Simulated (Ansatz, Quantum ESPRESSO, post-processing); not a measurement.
# From contact to tunnelling: vacuum gaps between two Li(110) faces, part 2 of 2

How fast does transmission decay with width? The series: vacuum gaps between two Li(110) faces.

Quantum ESPRESSO 7.5; plane-wave DFT, PBEsol, GBRV ultrasoft pseudopotentials; cross-check by Ansatz 0.2.0 with PAW datasets.

So far. Step 9 (Transmission with pwcond.x, 6 Å): T goes from 0.270 to 0.140, a factor of 1.9. Step 10 (Cross-check with Ansatz, 6 Å): Ansatz finds T = 0.116 against pwcond's 0.140.

## Step 11: Ground state, 7 Å

Level of this step: plane-wave DFT, PBEsol, GBRV ultrasoft pseudopotentials (Quantum ESPRESSO 7.5).

The input, j3.scf.in:

```
&control
  prefix = 'j3.scf'
  outdir = './out'
  pseudo_dir = './pseudo'
  calculation = 'scf'
  tprnfor = .true.
/
&system
  ibrav = 0
  nat = 12
  ntyp = 1
  ecutwfc = 40
  ecutrho = 200
  occupations = 'smearing'
  smearing = 'mv'
  degauss = 0.01
/
&electrons
  conv_thr = 1e-07
  mixing_beta = 0.25
  electron_maxstep = 120
  mixing_mode = 'local-TF'
/
ATOMIC_SPECIES
  Li  6.9400  li_pbesol_v1.4.uspp.F.UPF
CELL_PARAMETERS angstrom
  3.44000000000000 0.00000000000000 0.00000000000000
  1.72000000000000 2.43244732728172 0.00000000000000
  0.00000000000000 0.00000000000000 33.75692060009896
ATOMIC_POSITIONS crystal
  Li  0.000000000000 0.000000000000 0.000000000000
  Li  0.500000000000 0.000000000000 0.072057737615
  Li  0.000000000000 0.000000000000 0.144115475229
  Li  0.500000000000 0.000000000000 0.216173212844
  Li  0.000000000000 0.000000000000 0.288230950459
  Li  0.500000000000 0.000000000000 0.360288688073
  Li  0.000000000000 0.000000000000 0.567653574312
  Li  0.500000000000 0.000000000000 0.639711311927
  Li  0.000000000000 0.000000000000 0.711769049541
  Li  0.500000000000 0.000000000000 0.783826787156
  Li  0.000000000000 0.000000000000 0.855884524771
  Li  0.500000000000 0.000000000000 0.927942262385
K_POINTS automatic
  8 10 1 0 0 0
```

On the command line:

```
$ OMP_NUM_THREADS=1 mpirun -n 2 pw.x -nk 2 -in j3.scf.in > j3.scf.out
```

It took 3.4 min on 2 MPI ranks of Arm Neoverse V2, shared host; peak memory 0.39 GiB.

Read from the output:

| Quantity | Value |
| --- | --- |
| free energy | -2345.6099 eV |
| Fermi energy | 0.5154 eV |

## Step 12: The open system, 7 Å

The input, j3.cond.in:

```
&inputcond
  outdir = './out'
  prefixt = 'j3.scf'
  tran_file = 'j3.cond.dat'
  bdl = 1.4142135610
  bds = 9.8130583140
  ikind = 1
  ewind = 4.0
  epsproj = 1e-05
  nz1 = 7
  energy0 = 0.4
  denergy = -0.4
/
21
  0.00000000 0.00000000 0.01562500
  0.00000000 0.12500000 0.03125000
  0.00000000 0.25000000 0.03125000
  0.00000000 0.37500000 0.03125000
  0.00000000 0.50000000 0.01562500
  0.12500000 0.00000000 0.06250000
  0.12500000 0.25000000 0.06250000
  0.12500000 0.37500000 0.06250000
  0.12500000 0.50000000 0.06250000
  0.25000000 0.00000000 0.06250000
  0.25000000 0.12500000 0.03125000
  0.25000000 0.37500000 0.06250000
  0.25000000 0.50000000 0.06250000
  0.25000000 0.62500000 0.03125000
  0.37500000 0.00000000 0.06250000
  0.37500000 0.12500000 0.06250000
  0.37500000 0.50000000 0.06250000
  0.37500000 0.62500000 0.06250000
  0.50000000 0.00000000 0.03125000
  0.50000000 0.12500000 0.06250000
  0.50000000 0.25000000 0.03125000
3
```

On the command line:

```
$ OMP_NUM_THREADS=1 mpirun -n 2 pwcond.x -in j3.cond.in > j3.cond.out
```

Wall time 44 s (2 MPI ranks); peak memory 0.12 GiB; 87 s of CPU time.

Numbers from this step:

| Quantity | Value |
| --- | --- |
| transmission at the Fermi level, one spin | 0.04572 |
| conductance | 0.04572 G₀ |

Per spin; mean over the k mesh across the current. Transmission, zone mean against energy, zero at the Fermi level:

| energy (eV) | transmission, zone mean |
| --- | --- |
| -0.400 | 0.0154 |
| 0.000 | 0.0457 |
| 0.400 | 0.106 |

T goes from 0.140 to 0.0457, a factor of 3.1.

## Step 13: Cross-check with Ansatz, 7 Å

Level of this step: plane-wave DFT, PBEsol, Ansatz PAW (Ansatz 0.2.0).

The input, input.yaml:

```yaml
crystal:
  lattice:
    - [3.44, 0.0, 0.0]
    - [1.72, 2.4324473273, 0.0]
    - [0.0, 0.0, 33.7569206001]
  atoms:
    - { symbol: Li, position: [0.0, 0.0, 0.0] }
    - { symbol: Li, position: [0.5, 0.0, 0.0720577376] }
    - { symbol: Li, position: [0.0, 0.0, 0.1441154752] }
    - { symbol: Li, position: [0.5, 0.0, 0.2161732128] }
    - { symbol: Li, position: [0.0, 0.0, 0.2882309505] }
    - { symbol: Li, position: [0.5, 0.0, 0.3602886881] }
    - { symbol: Li, position: [0.0, 0.0, 0.5676535743] }
    - { symbol: Li, position: [0.5, 0.0, 0.6397113119] }
    - { symbol: Li, position: [0.0, 0.0, 0.7117690495] }
    - { symbol: Li, position: [0.5, 0.0, 0.7838267872] }
    - { symbol: Li, position: [0.0, 0.0, 0.8558845248] }
    - { symbol: Li, position: [0.5, 0.0, 0.9279422624] }
kpoints:
  mp_grid: { grid: [8, 10, 1] }
hamiltonian:
  xc: pbesol
scf:
  occupations: { method: fermi_dirac, width: 0.1 }
  convergence: { dr2_threshold: 1.0e-08 }
output:
  transmission: { leads: [[0, 2]], e_range: [-0.4, 0.4], de: 0.4, kmesh: [8, 8] }
  write_potential: true
  write_density: true
  volumetric_format: npy
  elf: true
```

On the command line:

```
$ ansatz run input.yaml --threads 2 --pin off --max-ram 4096MiB --backend cpu --events-out ev --progress --plain --runs-dir out
```

Wall time 23 s (2 threads); peak memory 0.62 GiB.

This step gave:

```
free energy                                  : -2435.5425 eV
energy at zero smearing                      : -2435.4481 eV
smearing term TS                             : 0.1887 eV
Fermi energy                                 : 0.5145 eV
transmission at the Fermi level, one spin    : 0.03651
step of the lead's Hamiltonian over a period : 4.7 meV
```

Per spin; mean over the k mesh across the current. Transmission, zone mean against energy, zero at the Fermi level:

| energy (eV) | transmission, zone mean |
| --- | --- |
| -0.400 | 0.0117 |
| 0.000 | 0.0365 |
| 0.400 | 0.0935 |

Ansatz finds T = 0.0365 against pwcond's 0.0457.

## Step 14: The series side by side

All levels:

| level | T by pwcond | T by Ansatz | lead channels | CPU time (s) |
| --- | --- | --- | --- | --- |
| 4 Å | 0.4455 | 0.4402 | 0.9219 | 511.4 |
| 5 Å | 0.2699 | 0.2404 | 0.9219 | 320.3 |
| 6 Å | 0.1396 | 0.1164 | 0.9219 | 390.1 |
| 7 Å | 0.04572 | 0.03651 | 0.9219 | 492.4 |

## Step 15: A check by hand

For the narrowest barrier, the Landauer sum over the mesh, Σ w T = 0.0625 × 0.936 + 0.0625 × 0.911 + 0.0625 × 0.864 + … = 0.4455.

G = 0.445 × 77.48 µS = 34.5 µS a cell. Times the area of 8.368 Å², the resistance-area product is A/G = 2.42 fΩ m², the leads' contact resistance included.

Free electrons at 1 an atom (2 atoms in 40.7 Å³) have k_F = 1.133 1/Å and offer A k_F²/4π = 0.85 channels per spin; the lead has 0.92 on this mesh.

κ = ln(T₁/T₂)/(2Δd) = ln(0.1396/0.04572)/(2 × 1 Å) = 0.56 1/Å.

## Step 16: Summary of results

```
conductance a cell at 4 Å                 : 0.445 G₀
conductance a cell at 5 Å                 : 0.270 G₀
conductance a cell at 6 Å                 : 0.140 G₀
conductance a cell at 7 Å                 : 0.0457 G₀
fall of ln T per Å over the last interval : 1.12
```

What this shows: The conductance goes from 0.445 G₀ at 4 Å to 0.0457 G₀ at 7 Å (PBEsol, GBRV ultrasoft). Interval by interval ln T falls by 0.50, 0.66 and 1.12 per Å: the decay still steepens, so it isn't yet a plain exponential. Even at the widest gap some points across still pass up to 0.80, so the fall of the mean gives no barrier height. Ansatz follows the series within a factor of 1.25. Points with over 2.5 times the mean carry up to 83 % of T, so the means lean on few points, and the mesh was not tested. The geometries are as built, not relaxed, and the leads are short. Semilocal functionals lack the image potential in a vacuum gap.

[Logs are printed without paths, hosts, clocks, repeated set-up lines and the standing remarks that a program may print on its own settings, such as how far it seeks lower states.]

[Hosts, paths, dates, database ids (printed as entryN), source tags and the programs' standing remarks are cut or masked in the printed files.]

[Maps of the electrostatic potential energy from Ansatz leave out the sawtooth potential of an applied field or a dipole correction, so their vacuum need not be flat; planar profiles and work functions include it.]
